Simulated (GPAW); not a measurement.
# The basis that the transmission of a W chain with one B atom in line needs, part 2 of 2

Aim: T(E), conductance and thermopower of a W chain with one B atom in line, and what cheaper settings cost in accuracy.

GPAW 26.7.0; GPAW LCAO, PAW setups; Landauer transmission from Green's functions with principal layers (ASE), zero bias.

So far, transmission at the Fermi level (one spin): step 2 (double-zeta polarised basis, PBE, GPAW) 2.92; step 3 (basis szp(dzp), PBE, GPAW) 2.90; step 4 (basis sz(dzp), PBE, GPAW) 2.89; step 5 (LDA) 2.91.

### Step 8. Smearing 0.2: width = 0.2

Smearing helps the SCF of a metal converge, but it blurs occupations at band edges near the Fermi level.

This step: GPAW LCAO, PAW setups; Landauer transmission from Green's functions with principal layers (ASE), zero bias (GPAW 26.7.0).

run.py

```python
import json
import numpy as np
from ase import Atoms
from ase.transport.calculators import TransportCalculator
from gpaw import GPAW, FermiDirac
from gpaw.lcao.tools import get_lcao_hamiltonian
from scipy.linalg import eigh

# The junction with lead layers at both ends, along the third cell vector
device = Atoms(
    ['W', 'W', 'W', 'W', 'W', 'W', 'W', 'B', 'W', 'W', 'W', 'W', 'W', 'W', 'W'],
    positions=[
        [4.50000, 4.50000, 1.12500],
        [4.50000, 4.50000, 3.37500],
        [4.50000, 4.50000, 5.62500],
        [4.50000, 4.50000, 7.87500],
        [4.50000, 4.50000, 10.12500],
        [4.50000, 4.50000, 12.37500],
        [4.50000, 4.50000, 14.62500],
        [4.50000, 4.50000, 16.49620],
        [4.50000, 4.50000, 18.36740],
        [4.50000, 4.50000, 20.61740],
        [4.50000, 4.50000, 22.86740],
        [4.50000, 4.50000, 25.11740],
        [4.50000, 4.50000, 27.36740],
        [4.50000, 4.50000, 29.61740],
        [4.50000, 4.50000, 31.86740]],
    cell=[[9.0, 0.0, 0.0], [0.0, 9.0, 0.0], [0.0, 0.0, 32.9924]],
    pbc=True)

# One principal layer of the lead: the first 5 atoms of the device
lead = Atoms(
    ['W', 'W', 'W', 'W', 'W'],
    positions=[
        [4.50000, 4.50000, 1.12500],
        [4.50000, 4.50000, 3.37500],
        [4.50000, 4.50000, 5.62500],
        [4.50000, 4.50000, 7.87500],
        [4.50000, 4.50000, 10.12500]],
    cell=[[9.0, 0.0, 0.0], [0.0, 9.0, 0.0], [0.0, 0.0, 11.25]],
    pbc=True)

settings = dict(mode='lcao', basis='dzp', xc='PBE', h=0.2,
                occupations=FermiDirac(0.2), maxiter=250,
                mixer=dict(beta=0.1, nmaxold=8, weight=100.0),
                convergence=dict(density=0.0001))
energies = np.arange(-2, 2 + 1e-9, 0.05)
eta = 0.0001
n1, n2 = 1, 1
# k and -k transmit alike, so half of the mesh across the current serves
mesh = [(i, j) for i in range(n1) for j in range(n2) if (i, j) <= (-i % n1, -j % n2)]
weights = np.array([1 if (i, j) == (-i % n1, -j % n2) else 2 for i, j in mesh]) / (n1 * n2)

# [... helper functions left out ...]
fermi_lead = ground_state(lead, (1, 1, 10), 'lead.txt')
fermi_device = ground_state(device, (1, 1, 3), 'device.txt')
# [... loop over the mesh left out, but for ...]
        # Shift the lead onto the potential of the device's first layer
        shift = ((H[:, 0, 0] - H0[:, 0, 0]) / S0[0, 0]).real.mean()
# [...]
kT = 8.617333e-5 * 300
bias = [0.1, 0.2, 0.5, 1.0, 1.5, 2.0]
# [... integrals and printing left out ...]
```

Started as:

```
$ OMP_NUM_THREADS=1 OPENBLAS_NUM_THREADS=1 python run.py
```

Log:

```text
basis functions: device 419, principal layer 145
Fermi level: lead -2.6538 eV, device -2.7343 eV; lead shifted by 0.0018 eV
largest coupling past the next layer 7.88e-06 eV, largest misfit of the first layer 0.083 eV
  E-E_F (eV)   T (one spin)  [channel counts left out]
    -2.000    2.2690e+00
    -1.950    2.2885e+00
    -1.900    2.3075e+00
    -1.850    2.3264e+00
    -1.800    2.3453e+00
    -1.750    2.3662e+00
    -1.700    2.3838e+00
    -1.650    2.4050e+00
    -1.600    2.4262e+00
    -1.550    2.4480e+00
    -1.500    2.4704e+00
    -1.450    2.4934e+00
    -1.400    2.5168e+00
    -1.350    2.5403e+00
    -1.300    2.5641e+00
    -1.250    2.5875e+00
[...]
1.650    1.6893e+00
     1.700    9.0839e-01
     1.750    7.9843e-01
     1.800    7.8838e-01
     1.850    7.7828e-01
     1.900    7.6946e-01
     1.950    7.5961e-01
     2.000    7.4847e-01
conductance at 300 K: 2.9066 G0 a cell; thermopower -0.1223 uV/K
current from the zero-bias T(E) at 0.1 V: 22.519 uA
current from the zero-bias T(E) at 0.2 V: 45.035 uA
current from the zero-bias T(E) at 0.5 V: 112.52 uA
current from the zero-bias T(E) at 1.0 V: 224.47 uA
current from the zero-bias T(E) at 1.5 V: 335.07 uA
current from the zero-bias T(E) at 2.0 V: 443.37 uA
```

Wall time 3.1 min (1 thread of Arm Neoverse V1, shared host); peak memory 1.3 GiB.

This step gave:

- conductance: 2.907 G₀
- largest coupling past the next principal layer: 7.88e-6 eV
- largest misfit of the first principal layer: 0.08314 eV
- shift that aligns the lead: 0.001788 eV
- transmission at the Fermi level (one spin): 2.907

One spin. Table of transmission, zone mean by energy, zero at the Fermi level:

| energy (eV) | transmission, zone mean |
| --- | --- |
| -2.00 | 2.27 |
| -1.90 | 2.31 |
| -1.80 | 2.35 |
| -1.70 | 2.38 |
| -1.55 | 2.45 |
| -1.45 | 2.49 |
| -1.35 | 2.54 |
| -1.25 | 2.59 |
| -1.15 | 2.63 |
| -1.05 | 2.68 |
| -0.90 | 2.73 |
| -0.80 | 2.76 |
| -0.70 | 2.79 |
| -0.60 | 2.82 |
| -0.50 | 2.84 |
| -0.40 | 2.86 |
| -0.25 | 2.89 |
| -0.15 | 2.90 |
| -0.05 | 2.90 |
| 0.00 | 2.91 |
| 0.05 | 2.91 |
| 0.15 | 2.91 |
| 0.25 | 2.91 |
| 0.35 | 2.92 |
| 0.40 | 2.92 |
| 0.50 | 2.91 |
| 0.60 | 2.91 |
| 0.70 | 2.89 |
| 0.80 | 2.88 |
| 0.90 | 2.85 |
| 1.05 | 2.79 |
| 1.15 | 2.74 |
| 1.25 | 2.65 |
| 1.35 | 2.54 |
| 1.45 | 2.37 |
| 1.55 | 2.13 |
| 1.70 | 0.908 |
| 1.80 | 0.788 |
| 1.90 | 0.769 |
| 2.00 | 0.748 |

Not self-consistent under bias; the bias window is split evenly. The current through one cell, from the zero-bias transmission by bias:

| bias (V) | current through one cell, from the zero-bias transmission (μA) |
| --- | --- |
| 0.100 | 22.5 |
| 0.200 | 45.0 |
| 0.500 | 113 |
| 1.000 | 224 |
| 1.500 | 335 |
| 2.000 | 443 |

The transmission of the three most open eigenchannels by energy, zero at the Fermi level:

| energy (eV) | channel 1 | channel 2 | channel 3 |
| --- | --- | --- | --- |
| -2.00 | 0.852 | 0.708 | 0.708 |
| -1.85 | 0.857 | 0.734 | 0.734 |
| -1.70 | 0.862 | 0.760 | 0.760 |
| -1.60 | 0.864 | 0.780 | 0.780 |
| -1.45 | 0.867 | 0.813 | 0.813 |
| -1.30 | 0.869 | 0.847 | 0.847 |
| -1.15 | 0.880 | 0.880 | 0.870 |
| -1.05 | 0.901 | 0.901 | 0.870 |
| -0.90 | 0.929 | 0.929 | 0.871 |
| -0.75 | 0.950 | 0.950 | 0.871 |
| -0.60 | 0.966 | 0.966 | 0.872 |
| -0.50 | 0.974 | 0.974 | 0.872 |
| -0.35 | 0.983 | 0.983 | 0.872 |
| -0.20 | 0.989 | 0.989 | 0.873 |
| -0.05 | 0.993 | 0.993 | 0.873 |
| 0.00 | 0.994 | 0.994 | 0.873 |
| 0.05 | 0.995 | 0.995 | 0.873 |
| 0.20 | 0.998 | 0.998 | 0.873 |
| 0.35 | 0.999 | 0.999 | 0.872 |
| 0.50 | 0.998 | 0.998 | 0.870 |
| 0.60 | 0.996 | 0.996 | 0.868 |
| 0.75 | 0.990 | 0.990 | 0.863 |
| 0.90 | 0.977 | 0.977 | 0.858 |
| 1.05 | 0.954 | 0.954 | 0.851 |
| 1.15 | 0.930 | 0.930 | 0.845 |
| 1.30 | 0.870 | 0.870 | 0.834 |
| 1.45 | 0.822 | 0.763 | 0.763 |
| 1.60 | 0.806 | 0.572 | 0.572 |
| 1.70 | 0.794 | 0.0504 | 0.0504 |
| 1.85 | 0.773 | 0.00566 | 1.6e-6 |
| 2.00 | 0.744 | 0.00484 | 1.7e-6 |

The conductance, 2.91 G₀, lies 0.4 % below that of the dzp run.

### Step 9. Broadening 0.01, k-points along the lead 40

The broadening keeps the Green's functions finite; too large a value absorbs electrons where channels are open and leaks them where none are. The lead's own mesh along the current sets its density and potential; where the lead is aligned to the junction's end layer, a rigid shift drops out.

run.py, as its differences from that of step 8:

```diff
@@ -43,3 +43,3 @@
 settings = dict(mode='lcao', basis='dzp', xc='PBE', h=0.2,
-                occupations=FermiDirac(0.2), maxiter=250,
+                occupations=FermiDirac(0.1), maxiter=250,
                 mixer=dict(beta=0.1, nmaxold=8, weight=100.0),
@@ -47,3 +47,3 @@
 energies = np.arange(-2, 2 + 1e-9, 0.05)
-eta = 0.0001
+eta = 0.01
 n1, n2 = 1, 1
@@ -54,3 +54,3 @@
 # [... helper functions left out ...]
-fermi_lead = ground_state(lead, (1, 1, 10), 'lead.txt')
+fermi_lead = ground_state(lead, (1, 1, 40), 'lead.txt')
 fermi_device = ground_state(device, (1, 1, 3), 'device.txt')
```

Log:

```text
basis functions: device 419, principal layer 145
Fermi level: lead -2.6635 eV, device -2.7458 eV; lead shifted by -0.0020 eV
largest coupling past the next layer 7.88e-06 eV, largest misfit of the first layer 0.085 eV
  E-E_F (eV)   T (one spin)  [channel counts left out]
    -2.000    2.0856e+00
    -1.950    2.1052e+00
    -1.900    2.1232e+00
    -1.850    2.1402e+00
    -1.800    2.1567e+00
    -1.750    2.1729e+00
    -1.700    2.1899e+00
    -1.650    2.2069e+00
    -1.600    2.2246e+00
    -1.550    2.2431e+00
    -1.500    2.2623e+00
    -1.450    2.2821e+00
    -1.400    2.3026e+00
    -1.350    2.3236e+00
    -1.300    2.3449e+00
    -1.250    2.3664e+00
[...]
1.650    1.3160e+00
     1.700    8.9134e-01
     1.750    7.4514e-01
     1.800    7.3620e-01
     1.850    7.2704e-01
     1.900    7.1889e-01
     1.950    7.1006e-01
     2.000    7.0023e-01
conductance at 300 K: 2.6732 G0 a cell; thermopower -0.08169 uV/K
current from the zero-bias T(E) at 0.1 V: 20.711 uA
current from the zero-bias T(E) at 0.2 V: 41.412 uA
current from the zero-bias T(E) at 0.5 V: 103.38 uA
current from the zero-bias T(E) at 1.0 V: 205.88 uA
current from the zero-bias T(E) at 1.5 V: 306.81 uA
current from the zero-bias T(E) at 2.0 V: 405.14 uA
```

The job ended after 3.5 min (1 thread; peak memory 1.3 GiB).

The run finished with changed settings (eta = 0.01 and lead_nz = 40); it serves as a test.

The two runs compared:

| quantity | this run | sound run | difference |
| --- | --- | --- | --- |
| conductance (G₀) | 2.6732 | 2.9187 | -0.245 |
| largest coupling past the next principal layer (eV) | 7.883e-6 | 7.883e-6 | -7.2e-11 |
| largest misfit of the first principal layer (eV) | 0.084566 | 0.087270 | -0.00270 |
| shift that aligns the lead (eV) | -0.0020116 | -0.0055347 | 0.00352 |
| transmission at the Fermi level (one spin) | 2.6738 | 2.9195 | -0.246 |

The two runs differ clearly in the transmission at the Fermi level (one spin): 2.67 against 2.92.

### Step 10. Outcome

| Quantity | Value |
| --- | --- |
| conductance | 2.92 G₀ |
| transmission at the Fermi level, mean of the spins | 2.92 |
| thermopower | about 0 (under 1.5 μV/K) |

**Reading.** In the dzp basis the junction conducts 2.92 G₀ at 300 K, with T = 2.92 a spin at the Fermi level; the sz basis reaches that conductance within 10 %. At the Fermi level the three most open eigenchannels pass 0.99, 0.99 and 0.88. Measured against the first run (dzp), the nearest curve is that of szp (r.m.s. 0.097) and the farthest that of sz (0.17). Over the compared runs wall time goes from 95 s (sz) to 192 s (dzp-LDA), on a shared host. The geometry was built from estimated bond lengths and not relaxed, so the numbers describe this model structure. The run had no spin polarisation, so a magnetic state, which chains and small molecules with open shells often have, wasn't tested. Spin-orbit coupling is left out, which matters for the heavy atoms here. An evenly spaced straight chain is an idealisation: free chains tend to dimerise, zigzag or, where a band edge lies near the Fermi level, turn magnetic. The currents use the zero-bias T(E) throughout, which holds only while the bias is small against the distance to the nearest feature. The energy step is wider than the thermal energy, so the conductance and thermopower rest on interpolation of T(E).

[Logs are printed without paths, hosts, clocks, repeated set-up lines and the standing remarks that a program may print on its own settings, such as how far it seeks lower states.]

[Hosts, paths, dates, database ids (printed as entryN), source tags and the programs' standing remarks are cut or masked in the printed files.]
